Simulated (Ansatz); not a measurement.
In doubt: masses and optical values from hybrid runs of this build are listed as unsure, which bears on the screening that GW takes from such a start; one-shot GW on d or f shells is unsure, so the values of those runs are not to be relied on.

Rows from a G0W0 calculation on CuBiSeO (P4/nmm) (Ansatz 0.2.0; G0W0 on HSE06, plane waves, PAW; PAW set soft_1; 4×4×2 mesh, 409 empty bands, screening to 120 eV, PAW set soft_1 files), in eV. Spin-orbit coupling is left out.

```csv
row,Σx,Σc,Vxc,Z
A,-28.52,3.60,-25.26,0.75
B,-13.74,-2.94,-16.88,0.80
C,-28.33,3.56,-25.09,0.76
D,-12.65,-3.47,-16.33,0.79
E,-10.61,-3.75,-14.48,0.79
F,-9.48,-3.78,-13.31,0.81
```

Q: Which rows are filled states and which are empty ones, and how can one tell?

Filled: A and C. Empty: B, D, E and F. The sign of Σc tells: for a filled state bare exchange, which holds its interaction with itself, lies below Vxc (Σx − Vxc is -3.2 eV or lower here) and screening gives part back as a positive Σc. For an empty state Σx lies above Vxc (+3.1 eV or more) and the Coulomb hole leaves Σc negative.

[Paths, hosts, dates, memory and timing lines, banners, echoed tables and standing remarks are left out of the program output.]

[Logs are printed without paths, hosts, clocks, repeated set-up lines and the standing remarks that a program may print on its own settings, such as how far it seeks lower states.]

[Runs of the session that timed out or met a known fault of the program may be left out.]

[Cells called generated may have been cut or substituted from an entry of the Crystallography Open Database or the Materials Project.]

[Hosts, paths, dates, database ids (printed as entryN), source tags and the programs' standing remarks are cut or masked in the printed files.]
